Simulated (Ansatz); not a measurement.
# RbYbF3 (Pm-3m): following an unstable mode, part 3 of 3

Aim: this structure of RbYbF3 (Pm-3m) is to be tested for unstable modes, and one is followed downhill.

Ansatz 0.2.0; DFT PBEsol+U, scalar-relativistic, plane waves, PAW.

So far. Step 5 (Energy along the mode, all amplitudes (two of the runs …): The lowest step is at 0.45 Å, 8.8 meV/atom below the parent, and the energy rises beyond it. Step 7 (The new phase in its own primitive cell): The largest force component left is 0.028 meV/Å and the pressure is -0.005 GPa, within the tolerances set. The cell now holds 18.27 Å³/atom. The relaxed cell has a = 6.317, c = 9.158 Å (conventional setting).

### Step 8. Modes of the new phase, k-mesh 6×6×6

A relaxed structure may still be a saddle point, so its zone-centre modes are computed. The response to a homogeneous field gives the Born charges and the dielectric tensor.

input.yaml

```yaml
crystal:
  lattice:
    - [-3.1583732293, 3.1583732293, 4.5787821651]
    - [3.1583732293, -3.1583732293, 4.5787821651]
    - [3.1583732293, 3.1583732293, -4.5787821651]
  atoms:
    - { symbol: Rb, position: [0.25, 0.75, 0.5] }
    - { symbol: Rb, position: [0.75, 0.25, 0.5] }
    - { symbol: Yb, position: [0.0, 0.0, 0.0] }
    - { symbol: Yb, position: [0.5, 0.5, 0.0] }
    - { symbol: F, position: [0.1934159467, 0.3065840533, 0.5] }
    - { symbol: F, position: [0.8065840533, 0.6934159467, 0.5] }
    - { symbol: F, position: [0.75, 0.75, 0.0] }
    - { symbol: F, position: [0.25, 0.25, 0.0] }
    - { symbol: F, position: [0.3065840533, 0.8065840533, 0.1131681067] }
    - { symbol: F, position: [0.6934159467, 0.1934159467, 0.8868318934] }
kpoints:
  mp_grid: { grid: [6, 6, 6] }
hamiltonian:
  xc: pbesol
  hubbard: { sites: [{ species: Yb, l: f, u_eff: 6.0 }] }
scf:
  occupations: { method: fixed }
  convergence: { dr2_threshold: 1.0e-10 }
output:
  eigenvalues: true
phonons:
  method: dfpt
  dielectric: true
  rigid_motions: translations
```

Command:

```console
> ansatz run input.yaml --threads 8 --pin off --max-ram 14336MiB --backend cpu --events-out ev --progress --plain --runs-dir out
```

Standard output:

```text
[...]
Crystal: 10 atoms, lattice volume = 182.699 Å³
Basis set: ecut = 420 eV, 3567 PW (Γ), exchange–correlation on 96×96×96 points (8 copies of the dense FFT grid, shifted against one another)
Bands: 65, of which v1, the nominal top of the filled ones, is band 54 counted from 1 (53 counted from 0)
Symmetry: 16 space group operations
k-points: 112 of 216 (irreducible under 1 space group operation, time reversal used)
[...]
SCF iter   1: F=—  HF=-38610.903945 eV  |F-HF|=—  |Δ(HF+E_count)|=         —  Δρ=9.80e-2  dr2=1.63e1  ethr=3.10e-3  ⟨swp⟩=5.9  Hψ=27595  notcnv=0  defer=788
[...]
SCF iter  16: F=-38605.465308 eV  HF=-38605.465308 eV  |F-HF|=7.28e-12  |Δ(HF+E_count)|=  6.55e-11  Δρ=8.46e-8  dr2=1.33e-11  ethr=1.00e-12  ⟨swp⟩=18.0  Hψ=65670  notcnv=0
SCF 1 converged in 16 iterations: F = -38605.465308 eV  dr2 = 1.33e-11
[...]
NSCF: frozen V_eff on 4 k-points
[...]
DFPT response loops at Γ: preconditioner auto → Resta (q_TF=auto, 2.499 Å⁻¹)  ε∞=6.7 (no band partly filled); β = 1.00, the filter's whole step (`scf.mixing.beta` (0.50) is not read by the response loops at its default; to damp them type it under 1.00, their step now; it binds the ground state too); Broyden in place of MSR1
── the response to a field inside a basis, on 6×6×6 k-points: an SCF that follows is theirs, and a resumed run solves both again ──
Bands: 55, of which v1, the nominal top of the filled ones, is band 54 counted from 1 (53 counted from 0)
k-points: 28 of 216
[...]
Eigensolver: Dense (28 Hₖ)
SCF iter   1: F=—  HF=-38605.164838 eV  |F-HF|=—  |Δ(HF+E_count)|=         —  Δρ=5.42e-4  dr2=1.45e-4  ethr=1.00e-1
[...]
SCF iter  10: F=-38605.164966 eV  HF=-38605.164966 eV  |F-HF|=3.64e-11  |Δ(HF+E_count)|=  5.82e-11  Δρ=1.23e-7  dr2=3.50e-11  ethr=1.00e-12
SCF 1 converged in 10 iterations: F = -38605.164966 eV  dr2 = 3.50e-11
[...]
SCF converged after 16 iterations
Free energy (F): -38605.465308 eV
[...]
Internal energy: -38605.465308 eV  (E = F + TS)
E sigma→0 (E₀):  -38605.465308 eV
Fermi energy:    8.028542 eV
[...]
--- Band table (eV; the first three rows and the last of 112) ---
  k-point 0: bands = [... 50 lower, 7.8797, 8.0264, 8.0285, 8.0285, 9.3590, 11.9976, 12.5036, 12.5036, ... 7 higher]
  k-point 1: bands = [... 50 lower, 7.8807, 7.9896, 8.0167, 8.0193, 9.7784, 12.1911, 12.6386, 12.6545, ... 7 higher]
  k-point 2: bands = [... 50 lower, 7.9193, 7.9343, 8.0036, 8.0060, 10.8025, 12.4054, 12.4680, 12.6213, ... 7 higher]
  k-point 111: bands = [... 50 lower, 7.9026, 7.9553, 8.0030, 8.0030, 11.4277, 12.1505, 12.4078, 12.8113, ... 7 higher]
Occupation matrices written to <dir>
[...]
k mesh reduced under 1 symmetry operation, with k and −k counted as one. Each operation leaves every solved perturbation unchanged. A smaller set is not considered because the run has a Hubbard term
  ASR residual: 6.207e-5 → 0.000e0 eV/Å²; symmetrization residual: 5.428e-8 eV/Å²
  ASR residual per site (eV/Å²): 6.21e-5 6.21e-5 5.16e-5 5.16e-5 5.58e-5 5.58e-5 2.00e-5 2.00e-5 5.58e-5 5.58e-5
  Γ frequencies (cm⁻¹): -29.63 -29.63 0.00 0.00 0.00 51.62 51.62 75.07 75.07 83.37 86.75 91.99 91.99 106.82 106.82 120.68 129.89 130.14 131.76 152.08 152.08 180.32 180.32 204.70 330.57 330.57 340.51 359.09 364.61 449.70
  ε∞ (high-frequency dielectric tensor):
        2.339296     0.000000     0.000000
        0.000000     2.339296    -0.000000
        0.000000    -0.000000     2.369133
  softest optical mode at Γ: -29.63 cm⁻¹; the repairs (sum rule, projections) moved no ω² at Γ by more than (0.91 cm⁻¹)²
  Born effective charges Z* (e; rows j = field, columns β = displacement):
    site 0:
         1.20151   -0.00000    0.00000
         0.00000    1.20151   -0.00000
        -0.00000   -0.00000    1.33943
    site 1:
         1.20151   -0.00000   -0.00000
         0.00000    1.20151   -0.00000
        -0.00000   -0.00000    1.33943
    site 2:
         2.41173   -0.05777    0.00000
         0.05777    2.41173    0.00000
         0.00000    0.00000    2.40420
    site 3:
         2.41173    0.05777    0.00000
        -0.05777    2.41173   -0.00000
        -0.00000   -0.00000    2.40420
    site 4:
        -1.35405   -0.42411    0.00000
        -0.42411   -1.35405    0.00000
        -0.00000   -0.00000   -0.95015
    site 5:
        -1.35405   -0.42411    0.00000
        -0.42411   -1.35405    0.00000
        -0.00000    0.00000   -0.95015
    site 6:
        -0.90513   -0.00000    0.00000
         0.00000   -0.90513    0.00000
        -0.00000    0.00000   -1.84333
    site 7:
        -0.90513   -0.00000   -0.00000
         0.00000   -0.90513    0.00000
         0.00000   -0.00000   -1.84333
    site 8:
        -1.35405    0.42411   -0.00000
         0.42411   -1.35405   -0.00000
         0.00000   -0.00000   -0.95015
    site 9:
        -1.35405    0.42411   -0.00000
         0.42411   -1.35405    0.00000
         0.00000    0.00000   -0.95015
  Z* charge neutrality: 7.906e-3 e pre-enforcement
  solved inside a basis spanned on kpoints, on 6×6×6 k-points, its susceptibility summed on 8×8×10: ε∞ is read to err by 9.6e-3, Z* by 2.9e-2 e (field_mesh: kpoints solves on kpoints); Z* is corrected for what the basis lacks
  optical modes at Γ without the LO–TO term, one row a degenerate level:
      ω (cm⁻¹)  modes    IR ((D/Å)²/amu)
        -29.63      2             0.0000
         51.62      2             4.3547
         75.07      2             0.0000
         83.37      1             0.0000
         86.75      1             0.6550
         91.99      2             0.0002
        106.82      2             4.7018
[...]
optical modes at Γ + LO–TO along q̂ = [1.0000, 0.0000, 0.0000]:
      ω (cm⁻¹)  modes    IR ((D/Å)²/amu)
[...]
optical modes at Γ + LO–TO along q̂ = [0.0000, 1.0000, 0.0000]:
      ω (cm⁻¹)  modes    IR ((D/Å)²/amu)
[...]
optical modes at Γ + LO–TO along q̂ = [0.0000, 0.0000, 1.0000]:
      ω (cm⁻¹)  modes    IR ((D/Å)²/amu)
[...]
120.68      1             0.0000
        130.14      1             0.0000
        131.76      1             0.0000
        152.08      2             4.8034
        180.32      2             0.0000
        202.12      1             2.9757
        204.70      1             0.0000
        330.57      2            14.3408
        359.09      1             0.0000
        364.61      1             0.0000
        407.42      1            12.1489
        449.70      1             0.0000
```

Run time: 3.7 min. Hardware: 8 threads of Intel Xeon Platinum 8488C (Sapphire Rapids), shared host; peak memory 6.7 GiB.

Numbers from this step:

```
sum-rule residual before enforcement                    : 6.21e-5 eV/Å²
miss of the charge sum rule                             : 0.007906 e
estimated error of the dielectric tensor                : 0.009610
estimated error of the Born charges                     : 0.02888 e
point group                                             : 4/mmm
highest optical mode at the zone centre (no LO-TO term) : 449.7 cm⁻¹
lowest optical zone-centre mode                         : -29.63 cm⁻¹
mean high-frequency dielectric constant                 : 2.349
largest Born charge (third of the trace)                : 2.409 e
top of the zone-centre spectrum with the field          : 449.7 cm⁻¹
```

Without the LO-TO term. Patterns of degenerate modes are one choice out of their space. Modes at Γ, with each element's share of the kinetic energy (negative means imaginary):

| mode | frequency (cm⁻¹) | symmetry | Rb % | Yb % | F % |
| --- | --- | --- | --- | --- | --- |
| 1 | -29.6 | Eg | 24 | 0 | 76 |
| 2 | -29.6 | Eg | 24 | 0 | 76 |
| 3 | 0.0 | acoustic | 27 | 55 | 18 |
| 4 | 0.0 | acoustic | 27 | 55 | 18 |
| 5 | 0.0 | acoustic | 27 | 55 | 18 |
| 6 | 51.6 | Eu | 54 | 8 | 38 |
| 7 | 51.6 | Eu | 54 | 8 | 38 |
| 8 | 75.1 | Eg | 74 | 0 | 26 |
| 9 | 75.1 | Eg | 74 | 0 | 26 |
| 10 | 83.4 | B2g | 99 | 0 | 1 |
| 11 | 86.8 | A2u | 72 | 25 | 3 |
| 12 | 92.0 | Eu | 17 | 16 | 66 |
| 13 | 92.0 | Eu | 17 | 16 | 66 |
| 14 | 106.8 | Eu | 2 | 59 | 39 |
| 15 | 106.8 | Eu | 2 | 59 | 39 |
| 16 | 120.7 | B1u | 0 | 0 | 100 |
| 17 | 129.9 | A2u | 1 | 14 | 85 |
| 18 | 130.1 | A1g | 0 | 0 | 100 |
| 19 | 131.8 | A1u | 0 | 100 | 0 |
| 20 | 152.1 | Eu | 0 | 55 | 45 |
| 21 | 152.1 | Eu | 0 | 55 | 45 |
| 22 | 180.3 | Eg | 2 | 0 | 98 |
| 23 | 180.3 | Eg | 2 | 0 | 98 |
| 24 | 204.7 | B2g | 1 | 0 | 99 |
| 25 | 330.6 | Eu | 0 | 6 | 94 |
| 26 | 330.6 | Eu | 0 | 6 | 94 |
| 27 | 340.5 | A2u | 0 | 6 | 94 |
| 28 | 359.1 | B1g | 0 | 0 | 100 |
| 29 | 364.6 | A2g | 0 | 0 | 100 |
| 30 | 449.7 | A2g | 0 | 0 | 100 |

Displacements in mode 1 (-29.6 cm⁻¹), the largest set to 1:
```
Rb1 -0.17 -0.33  0.00
Rb2  0.17  0.33  0.00
Yb3  0.00  0.00  0.00
Yb4  0.00  0.00  0.00
F5   0.00  0.00  0.25
F6   0.00  0.00 -0.25
F7  -0.51  1.00  0.00
F8   0.51 -1.00  0.00
F9   0.00  0.00  0.78
F10  0.00  0.00 -0.78
```

Displacements in mode 24 (204.7 cm⁻¹), the largest set to 1:
```
Rb1  0.00  0.00 -0.07
Rb2  0.00  0.00  0.07
Yb3  0.00  0.00  0.00
Yb4  0.00  0.00  0.00
F5  -1.00  1.00  0.00
F6   1.00 -1.00  0.00
F7   0.00  0.00  0.00
F8   0.00  0.00  0.00
F9   1.00  1.00  0.00
F10 -1.00 -1.00  0.00
```

Optical modes at the zone centre, without and with the macroscopic field of the longitudinal modes; each column is sorted by frequency, so a row need not hold one and the same mode. Modes with and without the field, by row:

| rank among optical modes | no field (cm⁻¹) | q along (1, 0, 0) (cm⁻¹) | q along (0, 0, 1) (cm⁻¹) |
| --- | --- | --- | --- |
| 1 | -29.6 | -29.6 | -29.6 |
| 2 | -29.6 | -29.6 | -29.6 |
| 3 | 51.6 | 51.6 | 51.6 |
| 4 | 51.6 | 73.5 | 51.6 |
| 5 | 75.1 | 75.1 | 75.1 |
| 6 | 75.1 | 75.1 | 75.1 |
| 7 | 83.4 | 83.4 | 83.4 |
| 8 | 86.8 | 86.8 | 90.2 |
| 9 | 92 | 92 | 92 |
| 10 | 92 | 92 | 92 |
| 11 | 106.8 | 106.8 | 106.8 |
| 12 | 106.8 | 120.7 | 106.8 |
| 13 | 120.7 | 128 | 120.7 |
| 14 | 129.9 | 129.9 | 130.1 |
| 15 | 130.1 | 130.1 | 131.8 |
| 16 | 131.8 | 131.8 | 152.1 |
| 17 | 152.1 | 152.1 | 152.1 |
| 18 | 152.1 | 180.3 | 180.3 |
| 19 | 180.3 | 180.3 | 180.3 |
| 20 | 180.3 | 196.5 | 202.1 |
| 21 | 204.7 | 204.7 | 204.7 |
| 22 | 330.6 | 330.6 | 330.6 |
| 23 | 330.6 | 340.5 | 330.6 |
| 24 | 340.5 | 359.1 | 359.1 |
| 25 | 359.1 | 364.6 | 364.6 |
| 26 | 364.6 | 395.5 | 407.4 |
| 27 | 449.7 | 449.7 | 449.7 |

Born charge (rows field, columns displacement) (e), principal values of the symmetric part by kind of site:

| atom | atoms with these values | low | middle | high | mean |
| --- | --- | --- | --- | --- | --- |
| Rb1 | 2 | 1.20 | 1.20 | 1.34 | 1.25 |
| Yb3 | 2 | 2.40 | 2.41 | 2.41 | 2.41 |
| F5 | 4 | -1.78 | -0.95 | -0.93 | -1.22 |
| F7 | 2 | -1.84 | -0.91 | -0.91 | -1.22 |

In full for Rb1:

```
1.20 0.00 0.00
0.00 1.20 0.00
0.00 0.00 1.34
```

High-frequency dielectric tensor:

```
2.34 0.00 0.00
0.00 2.34 0.00
0.00 0.00 2.37
```

Transverse modes; imaginary modes are left out. Lines of the infrared spectrum (strongest = 100):

| position (cm⁻¹) | lines merged | relative intensity |
| --- | --- | --- |
| 52 | 1 | 30 |
| 75 | 1 | 0.0 |
| 83 | 1 | 0.0 |
| 87 | 1 | 4.6 |
| 92 | 1 | 0.0 |
| 107 | 1 | 33 |
| 121 | 1 | 0.0 |
| 130 | 2 | 48 |
| 132 | 1 | 0.0 |
| 152 | 1 | 33 |
| 180 | 1 | 0.0 |
| 205 | 1 | 0.0 |
| 331 | 1 | 100 |
| 340 | 1 | 53 |
| 359 | 1 | 0.0 |
| 365 | 1 | 0.0 |
| 450 | 1 | 0.0 |

Before it was imposed, the acoustic sum rule was missed by 6.2e-5 eV/Å² and the charge sum rule by 0.0079 e. Small misses are needed for a sound result but don't prove that mesh and cutoff are converged. The lowest optical mode is imaginary, 29.6i cm⁻¹, so the energy falls along it.

### Step 9. Outcome

```
unstable mode of the parent                                                      : q = (-0.5, -0.5, -0.5), 81i cm⁻¹
depth at the lowest point sampled                                                : 8.8 meV/atom
largest atomic shift at that point                                               : 0.45 Å
space group reached                                                              : I4/mcm
energy gained over the parent (first relaxation, on the mesh of the frozen mode) : 11.7 meV/atom
volume per atom, phase reached                                                   : 18.3 Å³
gap on the k-mesh, phase reached                                                 : 1.33 eV
lowest optical zone-centre mode, phase reached                                   : -29.6 cm⁻¹
highest optical mode at the zone centre (no LO-TO term), phase reached           : 450 cm⁻¹
```

What this shows: Along this mode the structure falls into I4/mcm, 11.7 meV/atom below the parent. At the parent's cell the well is 8.8 meV/atom deep on the steps tried, with its lowest point at a shift of 0.45 Å. Relaxing atoms and cell changes the gain by +2.86 meV/atom against the lowest step (energies at zero smearing). The new phase still has an imaginary mode at the zone centre of its cell, so it is a saddle point on the way to a lower structure. Of the 3 patterns followed from this parent, this one ends 0.366 meV/atom above the lowest, Imma. Differences under 1.0 meV/atom are within the error of comparing unlike cells and meshes, so the order among close phases is not settled. Each path keeps the symmetry of its pattern, so a lower phase may lie along a pattern not tried. Spin-orbit coupling is left out, which can matter for the heavy elements here.

[Long decimals in the printed logs are rounded to 6 places.]

[Logs are printed without paths, hosts, clocks, repeated set-up lines and the standing remarks that a program may print on its own settings, such as how far it seeks lower states.]

[Hosts, paths, dates, database ids (printed as entryN), source tags and the programs' standing remarks are cut or masked in the printed files.]

[Where the starting crystal was built by hand or by swapping elements, it need not be the compound's stable phase.]
